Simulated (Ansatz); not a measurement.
**GaIr (Pm-3m): phonons and vibrational spectra**

The cell of GaIr (Pm-3m) is at rest. What are its phonons? After the zone centre comes a 4×4×4 q mesh on a 12×12×12 k mesh.

Program: Ansatz 0.2.0. Level of theory: DFT PBEsol, scalar-relativistic, plane waves, norm-conserving pseudopotentials. Results are calculated unless marked as measured.

**1. The starting structure**

It takes space group Pm-3m (No. 221, cubic). Conventional cell: a = 3.020 Å, b = 3.020 Å, c = 3.020 Å, α = 90.00°, β = 90.00°, γ = 90.00°. Ga has 8 Ir at 2.62 Å nearest. Nearest to Ir lie 8 Ga at 2.62 Å. Farther neighbours are not listed.

Structure file:

```cif
data_structure
_symmetry_space_group_name_H-M 'P 1'
_symmetry_Int_Tables_number 1
_cell_length_a 3.0204
_cell_length_b 3.0204
_cell_length_c 3.0204
_cell_angle_alpha 90.000
_cell_angle_beta 90.000
_cell_angle_gamma 90.000
_cell_volume 27.56
loop_
_atom_site_label
_atom_site_type_symbol
_atom_site_fract_x
_atom_site_fract_y
_atom_site_fract_z
_atom_site_occupancy
Ga1 Ga 0.00000 0.00000 0.00000 1
Ir2 Ir 0.50000 0.50000 0.50000 1
```

**2. Linear response at the zone centre**

The cell comes from relaxations at this level that are not shown. The zone centre comes first: it holds the modes that light can see, as far as symmetry allows. No field response is asked, since the mesh shows no gap.

Input file input.yaml:

```yaml
crystal:
  lattice:
    - [3.0204357621, 0.0, 0.0]
    - [0.0, 3.0204357621, 0.0]
    - [0.0, 0.0, 3.0204357621]
  atoms:
    - { symbol: Ga, position: [0.0, 0.0, 0.0] }
    - { symbol: Ir, position: [0.5, 0.5, 0.5] }
kpoints:
  mp_grid: { grid: [12, 12, 12] }
hamiltonian:
  xc: pbesol
  pseudopotentials: { kind: nc }
scf:
  occupations: { method: methfessel_paxton, width: 0.15 }
output:
  eigenvalues: true
phonons:
  method: dfpt
```

The run is started by

```sh
$ ansatz run input.yaml --threads 4 --pin off --max-ram 7168MiB --backend cpu --events-out ev --progress --plain --runs-dir out
```

Then come: the dispersion; another isotope. Settings of the main run: cutoff 1088.46 eV, 12×12×12 k-mesh, 4×4×4 q-mesh, Methfessel-Paxton occupations, smearing width 0.15 eV.

Before running: what should come out for the highest optical mode at the zone centre and lowest optical zone-centre mode?

At high temperature every mode holds k_B, so the heat capacity tends to 3R = 24.94 J/(mol K) a mole of atoms; it reaches 24.83 at 1000 K. The structure is a minimum as far as tested: no mode is imaginary at the 10 irreducible wavevectors of the 4×4×4 mesh, and the softest away from the acoustic zeros lies at 58 cm⁻¹. The optical modes at Γ form one degenerate level at 177 cm⁻¹.

| Item | Value |
| --- | --- |
| volume per atom | 13.8 Å³ |
| electronic character | no gap on this mesh |
| highest optical mode at the zone centre (no LO-TO term) | 177 cm⁻¹ |
| lowest optical zone-centre mode | 177 cm⁻¹ |
| lowest mode on the q mesh (acoustic modes at Γ apart) | 58.3 cm⁻¹ |
| highest frequency on the path or at a solved wavevector | 262 cm⁻¹ |
| heat capacity at 300 K | 23.8 J/(mol atoms K) |
| Debye temperature (second moment) | 299 K |
| imaginary modes on the 4×4×4 q mesh | none |

The highest mode in this list at Γ, 177.3 cm⁻¹, is mostly motion of Ga (73 % of the kinetic energy). With no gap, or one that is small against the smearing, the frequencies hang on the k mesh and the smearing, most of all near Kohn anomalies. Spin-orbit coupling is left out, which can matter for the heavy elements here. These are harmonic frequencies at zero temperature: anharmonic shifts, linewidths and thermal expansion are left out.

[Logs are printed without paths, hosts, clocks, repeated set-up lines and the standing remarks that a program may print on its own settings, such as how far it seeks lower states.]

[Hosts, paths, dates, database ids (printed as entryN), source tags and the programs' standing remarks are cut or masked in the printed files.]
